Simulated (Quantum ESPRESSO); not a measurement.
The N K edge of atom 5 in Ca3GeN (Pm-3m), with 6 Ca at 2.38 Å (octahedral, site symmetry m-3m), was computed in 2 ways: excited-electron core hole (neutral cell) and no core hole. Program and functional: Quantum ESPRESSO XSpectra, LDA, Lorentzian half width 0.3 eV up to 4 eV, rising linearly to 2.5 eV at 25 eV; cells of 5 and 10 atoms (the run without a hole in the smaller).

Each run is counted from its own lowest empty level or Fermi level and scaled to a mean of 1 over its first 20 eV.

```csv
E (eV),run 1,run 2
-2.0,0.03,0.03
-1.4,0.04,0.05
-0.8,0.05,0.08
-0.2,0.10,0.28
0.4,0.15,0.42
1.0,0.14,0.21
1.6,0.25,0.17
2.2,0.73,0.29
2.8,1.54,0.85
3.4,1.37,1.29
4.0,1.11,1.14
4.6,1.57,0.81
5.2,1.31,1.24
5.8,1.56,1.18
6.4,1.99,1.18
7.0,1.87,1.52
7.6,1.72,1.77
8.2,1.60,1.71
8.8,1.61,1.75
9.4,1.44,1.87
10.0,1.10,1.79
10.6,0.83,1.45
11.2,0.73,1.12
11.8,0.70,0.94
12.4,0.69,0.84
13.0,0.71,0.79
13.6,0.73,0.78
14.2,0.74,0.78
14.8,0.76,0.79
15.4,0.81,0.81
16.0,0.84,0.84
16.6,0.83,0.86
17.2,0.81,0.85
17.8,0.78,0.81
18.4,0.76,0.78
19.0,0.75,0.75
19.6,0.75,0.74
20.2,0.75,0.74
20.8,0.75,0.75
21.4,0.77,0.75
22.0,0.79,0.76
22.6,0.80,0.77
23.2,0.80,0.78
23.8,0.81,0.78
24.4,0.81,0.79
25.0,0.82,0.79
25.6,0.82,0.80
26.2,0.81,0.81
26.8,0.80,0.82
27.4,0.79,0.82
28.0,0.77,0.81
28.6,0.76,0.80
29.2,0.76,0.80
29.8,0.75,0.80
30.4,0.73,0.79
31.0,0.72,0.78
31.6,0.71,0.78
```

Which run is which?

Run 1: excited-electron core hole (neutral cell) (area from −2 to 6 eV 5.8, main maxima 2.9 eV (1.56), 4.6 eV (1.57), 6.4 eV (1.99) and 16.3 eV (0.84)). Run 2: no core hole (area from −2 to 6 eV 4.7, main maxima 0.1 eV (0.54), 3.6 eV (1.32), 5.5 eV (1.37), 7.5 eV (1.78) and 9.5 eV (1.88)). With each curve scaled to its own mean, the area from −2 to 6 eV with the hole is 5.8 against 4.7, and the centre of weight from −1 to 20 eV moves by -0.5 eV: the hole pulls the absorber's empty states down.

[Banner, clock and machine lines of the logs are left out without a mark of their own.]

[Logs are printed without paths, hosts, clocks, repeated set-up lines and the standing remarks that a program may print on its own settings, such as how far it seeks lower states.]

[Hosts, paths, dates, database ids (printed as entryN), source tags and the programs' standing remarks are cut or masked in the printed files.]

[Lists of maxima count a maximum above −3 eV only where it reaches 4 % of the highest in the window and stands out from its surroundings by 2 % of it (1.5 % where it reaches 55 %); shoulders and weaker maxima are passed over, and of the rest the first, up to two pre-edge ones and the few strongest are named.]
